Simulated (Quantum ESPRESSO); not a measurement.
# Mo (Im-3m): coupling and resistivity with EPW, part 2 of 2

How strongly do phonons scatter the electrons of Mo (Im-3m), and how dense must the meshes be?

Quantum ESPRESSO 7.5; DFT PBEsol, scalar-relativistic, plane waves, PseudoDojo 0.4.1 norm-conserving pseudopotentials.

So far, coupling constant λ: step 8 (coupling and Tc: fine k 20×20×20, q 10×10×10, width 0.15 eV, window 0.61 eV) 0.417; step 12 (coupling and Tc: fine k 32×32×32, q 16×16×16, width 0.1 eV, window 0.41 eV) 0.496. Also resistivity at 300 K (μΩ cm): step 9 (resistivity: fine k 24×24×24, q 12×12×12, adaptive width …) 5.08; step 10 (fine q mesh 8×8×8, fine mesh 8×8×8) 2.79; step 11 (fine q mesh 16×16×16, fine mesh 32×32×32) 3.75.

### Step 13. Resistivity: fine k 40×40×40, q 20×20×20, adaptive width, window 0.32 eV

bte-3.in reads:

```
--
 &inputepw
    prefix='x',
    outdir='./tmp',
    dvscf_dir='./save',
    elph=.true.,
    etf_mem=1,
    nbndsub=9,
    bands_skipped='exclude_bands = 1-4',
    use_ws=.true.,
    vme='wannier',
    asr_typ='crystal',
    nk1=8,
    nk2=8,
    nk3=8,
    nq1=4,
    nq2=4,
    nq3=4,
    amass(1)=95.95,
    epwwrite=.false.,
    epwread=.true.,
    wannierize=.false.,
    nkf1=40,
    nkf2=40,
    nkf3=40,
    nqf1=20,
    nqf2=20,
    nqf3=20,
    mp_mesh_k=.true.,
    scattering=.true.,
    iterative_bte=.true.,
    epmatkqread=.false.,
    assume_metal=.true.,
    int_mob=.false.,
    carrier=.false.,
    ngaussw=-99,
    mob_maxiter=200,
    broyden_beta=0.7,
    fsthick=0.32,
    degaussw=0.0,
    nstemp=6,
    temps=150 200 273 300 400 500,
    restart=.false.,
    selecqread=.false.,
 /
```

Started as:

```
> OMP_NUM_THREADS=1 mpirun -n 8 epw.x -nk 8 -in bte-3.in > bte-3.out
```

Wall time 21 min (8 MPI ranks of Arm Neoverse N1, shared host); 2.8 h of CPU time.

This step gave:

```
iterations           : 24
resistivity at 300 K : 5.066 μΩ cm
```

Resistivity, by row:

```
T (K)  rho_xx (μΩ cm)  rho_yy  rho_zz  relaxation-time approximation, mean of the axes (μΩ cm)
  150           3.075   3.075   3.075                                                    3.189
  200           3.702   3.702   3.702                                                    3.873
  273           4.685   4.685   4.685                                                    4.935
  300           5.066   5.066   5.066                                                    5.344
  400           6.549   6.549   6.549                                                    6.929
  500           8.134   8.134   8.134                                                    8.615
```

ρ(300 K) = 5.07 μΩ cm, against 3.75 before (+35 %); the relaxation-time start gave 5.34. The largest adaptive width printed is 0.42 eV, against a window of 0.32 eV outside which no state is counted.

### Step 14. Coupling and Tc: fine k 32×32×32, q 16×16×16, width 0.05 eV, window 0.3 eV

The sum is repeated with other delta width and window to test it.

a2f-3.in reads:

```
--
 &inputepw
    prefix='x',
    outdir='./tmp',
    dvscf_dir='./save',
    elph=.true.,
    etf_mem=1,
    nbndsub=9,
    bands_skipped='exclude_bands = 1-4',
    use_ws=.true.,
    vme='wannier',
    asr_typ='crystal',
    nk1=8,
    nk2=8,
    nk3=8,
    nq1=4,
    nq2=4,
    nq3=4,
    amass(1)=95.95,
    epwwrite=.false.,
    epwread=.true.,
    wannierize=.false.,
    nkf1=32,
    nkf2=32,
    nkf3=32,
    nqf1=16,
    nqf2=16,
    nqf3=16,
    mp_mesh_k=.true.,
    ephwrite=.true.,
    eliashberg=.true.,
    liso=.true.,
    limag=.true.,
    tc_linear=.true.,
    tc_linear_solver='lapack',
    fsthick=0.3,
    degaussw=0.05,
    degaussq=0.5,
    nqstep=500,
    muc=0.13,
    wscut=0.3,
    nsiter=500,
    nstemp=7,
    temps=0.5 1.0 2.0 4.0 8.0 16.0 32.0,
 /
```

Started as:

```
> OMP_NUM_THREADS=1 mpirun -n 8 epw.x -nk 8 -in a2f-3.in > a2f-3.out
```

Elapsed: 8.7 min, on 8 MPI ranks.

This step gave:

| Item | Value |
| --- | --- |
| coupling constant λ | 0.4690 |
| log mean phonon energy ħω_log | 23.85 meV |

The a2F has structure finer than the step of the table below, so its rows give means over 2 meV, whole bins alone (the curve runs from 0.076 to 37.7 meV). Peaks (meV: height): 22.2: 0.530, 25.9: 0.527, 31.3: 0.406.

Table of a2F by phonon energy; means over each step:

```
phonon energy (meV)      a2F
                  2        0
                  4   6.5e-4
                  6  0.00164
                  8  0.00521
                 10  0.00673
                 12   0.0147
                 14   0.0255
                 16   0.0315
                 18   0.0867
                 20    0.285
                 22    0.471
                 24    0.446
                 26    0.451
                 28    0.382
                 30    0.308
                 32    0.308
                 34   0.0395
                 36   5.5e-5
```

λ = 0.469 and ħω_log = 23.8 meV, against 0.496 and 23.7 with fine k 32×32×32, q 16×16×16, width 0.1 eV (-5 % in λ). The eigenvalue passes 1 near 2.6 K.

### Step 15. What came out

| Item | Value |
| --- | --- |
| Wannier functions, band error | 9 functions; 5 meV r.m.s. |
| coupling constant λ, fine k 32×32×32, q 16×16×16, width 0.1 eV, window 0.41 eV | 0.496 |
| ħω_log | 23.7 meV |
| Tc at μ* = 0.13, Allen–Dynes | 2.0 K |
| resistivity at 300 K, 24×24×24 | 5.08 μΩ cm, unsound |
| resistivity at 300 K, 32×32×32 | 3.75 μΩ cm, unsound |
| resistivity at 300 K, 40×40×40 | 5.07 μΩ cm, unsound |

Step 12: The most distinct maxima of the a2F lie at 24.3 and 31.3 meV, the highest at 24.3 meV. Step 14: Twice the integral of α²F/ω over this curve gives λ = 0.47, half of it from below 24.3 meV. Step 14: Distinct peaks of the a2F stand at 22.2, 25.9 and 31.3 meV; the one at 22.2 meV is strongest. On the finest meshes run, Mo (Im-3m) has λ = 0.50 and an unconverged phonon-limited resistivity of 5.07 μΩ cm at 300 K. The last refinement of the mesh moved the resistivity by 35 %, so the value is unsound: it shows how far such meshes scatter and no more. On the finest mesh the adaptive width still reaches 0.42 eV against a window of 0.32 eV; the window, which cuts off final states, was not widened. N(E_F) runs from 0.31 to 0.32 states/eV a spin over these sums; λ is quoted for fine k 32×32×32, q 16×16×16, width 0.1 eV, and it is not converged. The Eliashberg Tc is interpolated in log T between temperatures a factor of two apart, and its μ* acts up to a cut-off of 0.3 eV, so it weighs less than the same number in Allen and Dynes's formula. Over the sums on sound settings, λ spans 0.417 to 0.496, and the Allen–Dynes Tc 0.68 to 2.0 K. Between 150 and 500 K the resistivity rises by a factor of 2.65, against 3.33 for a straight line through the origin; phonon scattering should fall faster than that line on cooling, so the temperature dependence is not converged. The rows at 150, 200, 273, 300, 400 and 500 K moved by more than 10 % in the last refinement. Measured: resistivity: 5.52 μΩ cm at 300 K (at 300 K; handbook value for the pure polycrystalline metal; quoted in “CRC Handbook of Chemistry and Physics, 84th edition, Electrical Resistivity of Pure Metals”, 2003, CRC Press, section 12, read from Wikipedia's data page); the unsound value above is not graded against it. Measured: resistivity: 10.6 μΩ cm at 500 K (at 500 K; handbook value for the pure polycrystalline metal; quoted in “CRC Handbook of Chemistry and Physics, 84th edition, Electrical Resistivity of Pure Metals”, 2003, CRC Press, section 12, read from Wikipedia's data page); the unsound value above is not graded against it. The q mesh of ph.x (4×4×4), the k mesh and smearing of the ground state (12×12×12) and EPW's coarse k mesh (8×8×8) were not varied. Only scattering by harmonic phonons counts; impurities, grain boundaries and thermal expansion are left out, and μ* is typed.

Computed beside measured:

| quantity | measured | Allen–Dynes | Eliashberg |
| --- | --- | --- | --- |
| superconducting transition temperature (μ* = 0.13) (kelvin) | 0.9 | 1.98 (+119.6 %) | 3.23 (+259.1 %) |

Measured values from arxiv:2005.12835 (2020).

**Verdict.** For the superconducting transition temperature, of the levels listed nearest comes Allen–Dynes (+119.6 %, a clear miss) and farthest Eliashberg (+259.1 %, a clear miss). Limits of convergence are named above.

[The logs of pw.x and epw.x are selected lines.]

[Logs are printed without paths, hosts, clocks, repeated set-up lines and the standing remarks that a program may print on its own settings, such as how far it seeks lower states.]

[Hosts, paths, dates, database ids (printed as entryN), source tags and the programs' standing remarks are cut or masked in the printed files.]
